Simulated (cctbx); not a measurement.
# Diagnosing a refinement

Cell a = 7.8990 Å, b = 13.2630 Å, c = 4.7650 Å, α = 90.00°, β = 90.00°, γ = 90.00°; space group C222 (no. 21).

Simulated single-crystal data (cctbx): Mo Kα, λ = 0.71073 Å, to d = 0.7 Å, 70 % of the full sphere, strongest reflection 70000 counts, noise from counting, a 1.5 % proportional error and a noise floor of 15 counts (s.d.); no absorption.

An anisotropic refinement with weights 1/σ² prints:

```text
Rint 0.015, 760 unique reflections to 0.70 A
cycle     R1     wR2    GooF  max shift (A)
   1  0.0248  0.0554   2.337   0.00598
   2  0.0171  0.0350   1.479   0.00015
final R1 0.0171 wR2 0.0350 GooF 1.478  parameters 52  data/parameter 14.6
atom        x        y        z      Ueq    occ   su(xyz)  su(Uiso or U11)
Ge1    0.25497  0.13462  0.48773   0.0048  1.000  0.00005  0.0001
Co1    0.50000  0.75087  0.00000   0.0041  1.000  0.00009  0.0002
Sc1    0.50000  0.00000  0.00000   0.0057  1.000  0.00000  0.0003
Sc2    0.00000  0.00000  0.00000   0.0037  1.000  0.00000  0.0003
F1     0.42200  0.35674  0.23749   0.0150  1.000  0.00058  0.0009
O1     0.75011  0.95367  0.73699   0.0066  1.000  0.00031  0.0007
O2     0.41928  0.14805  0.23262   0.0076  1.000  0.00062  0.0008
O3     0.25000  0.25000  0.67327   0.0068  1.000  0.00043  0.0010
difference map: max 0.51 min -0.72 rms 0.14
Q1    0.0000  0.0000  0.5000    2    0.52  2.36 A from O1
Q2    0.2315  0.3717  0.5477    8    0.51  0.32 A from Ge1
Q3    0.0000  0.2648  0.0000    4    0.45  0.18 A from Co1
Q4    0.2500  0.2500  0.9669    4    0.44  1.40 A from O3
Q5    0.0000  0.0346  0.0000    4    0.43  0.46 A from Sc2
Q6    0.0489  0.3649  0.6676    8    0.43  1.14 A from O2
```

**Question.** Can this result stand? If not, what is the likely fault?

Mend it. The fault: wrong element: F1 is O. Against the right model at the same level, R1 goes from 0.0115 to 0.0171 and GooF from 0.90 to 1.48 and U of F1 swells from 0.0065 to 0.0150 Å². F1 has 1 electron too many and its U swells to shed them, as expected (near an absorption edge f′ can widen the mismatch well beyond the difference in Z).

The compound is ScCoGe2O7. The right model at the same level gives:

```text
Rint 0.015, 760 unique reflections to 0.70 A
cycle     R1     wR2    GooF  max shift (A)
   1  0.0117  0.0218   0.921   0.00105
   2  0.0115  0.0213   0.900   0.00002
final R1 0.0115 wR2 0.0213 GooF 0.900  parameters 52  data/parameter 14.6
atom        x        y        z      Ueq    occ   su(xyz)  su(Uiso or U11)
Ge1    0.25498  0.13460  0.48772   0.0052  1.000  0.00003  0.0001
Co1    0.50000  0.75095  0.00000   0.0046  1.000  0.00005  0.0001
Sc1    0.50000  0.00000  0.00000   0.0058  1.000  0.00000  0.0002
Sc2    0.00000  0.00000  0.00000   0.0044  1.000  0.00000  0.0002
O1     0.42172  0.35639  0.23771   0.0065  1.000  0.00035  0.0005
O2     0.75024  0.95367  0.73720   0.0067  1.000  0.00019  0.0004
O3     0.41977  0.14792  0.23289   0.0082  1.000  0.00037  0.0005
O4     0.25000  0.25000  0.67347   0.0071  1.000  0.00026  0.0006
Flack x: -0.04(2)
Hooft y: 0.005(27)  Bijvoet pairs: 295
difference map: max 0.39 min -0.34 rms 0.09
Q1    0.0505  0.3614  0.6432    8    0.41  1.20 A from O3
Q2    0.2064  0.0315  0.8797    8    0.35  0.79 A from O2
Q3    0.2500  0.2500  0.9690    4    0.35  1.41 A from O4
Q4    0.1474  0.1560  0.0564    8    0.31  1.04 A from O1
Q5    0.0000  0.0682  0.5000    4    0.30  1.72 A from O1
Q6    0.1450  0.2679  0.3416    8    0.29  1.33 A from O3
```

Isotropic U is held between 0.0001 and 1 Å² by the program, and listed peak heights are interpolated, so they can pass the grid's maximum.

The model was made for the exercise: a known structure type with other elements put in, its volume estimated, not relaxed; displacement parameters are assumed.

[Middle refinement cycles are left out of these outputs.]

[Logs are printed without paths, hosts, clocks, repeated set-up lines and the standing remarks that a program may print on its own settings, such as how far it seeks lower states.]
